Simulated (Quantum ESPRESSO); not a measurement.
# Calculated records

```cif
data_cu2o
_symmetry_space_group_name_H-M 'Pn-3m:1'
_symmetry_Int_Tables_number 224
_cell_length_a 4.2600
_cell_length_b 4.2600
_cell_length_c 4.2600
_cell_angle_alpha 90.000
_cell_angle_beta 90.000
_cell_angle_gamma 90.000
_cell_volume 77.31
loop_
_atom_site_label
_atom_site_type_symbol
_atom_site_symmetry_multiplicity
_atom_site_Wyckoff_symbol
_atom_site_fract_x
_atom_site_fract_y
_atom_site_fract_z
_atom_site_occupancy
Cu1 Cu 4 b 0.25000 0.25000 0.25000 1
O1 O 2 a 0.00000 0.00000 0.00000 1
_calc_subject 'Magnetic state of Cu2O (Cuprite) from several starts'
_calc_method 'LDA with U = 6 eV on Cu d (ortho-atomic projectors); plane waves with GBRV 1.5 LDA potentials, no spin-orbit coupling, projections on orthogonalised atomic orbitals (and 2 further levels or steps)'
_calc_program 'Quantum ESPRESSO 7.5'
_calc_settings_of_one_run 'GBRV 1.5 LDA, potential files O: o_lda_v1.2.uspp.F.UPF, Cu: cu_lda_v1.2.uspp.F.UPF, cutoff 544.23 eV, 6×6×6 k-mesh, 62 bands, fermi-dirac occupations, smearing width 0.05 eV, collinear spin, SCF threshold 1.20e-8, Hubbard form dudarev, Hubbard projectors ortho-atomic, starting moments 1 1 1 1 0 0 μB'
_calc_cost '5 runs, 3.9 min in all on 4 MPI ranks of Intel Xeon Platinum 8259CL at 2.50GHz (Skylake/Cascade Lake), shared host (the runs of this entry)'
_calc_notes 'The database entry behind the starting cell differs from later determinations by our own check (0.1 to 0.3 % short, probably kX units).'
_calc_lowest_state_found 'non-magnetic (from ferro ++++, antiferro ++-- and ferri +++-)'
_calc_largest_site_moment '0 μB'
```

[Logs and program files are shortened in this print: banners, set-up blocks, solver, clock and traceback lines can be left out without a mark of their own.]

[Logs are printed without paths, hosts, clocks, repeated set-up lines and the standing remarks that a program may print on its own settings, such as how far it seeks lower states.]

[Hosts, paths, dates, database ids (printed as entryN), source tags and the programs' standing remarks are cut or masked in the printed files.]

[Where a cell is said to come from a database of computed structures, the database is the Materials Project.]
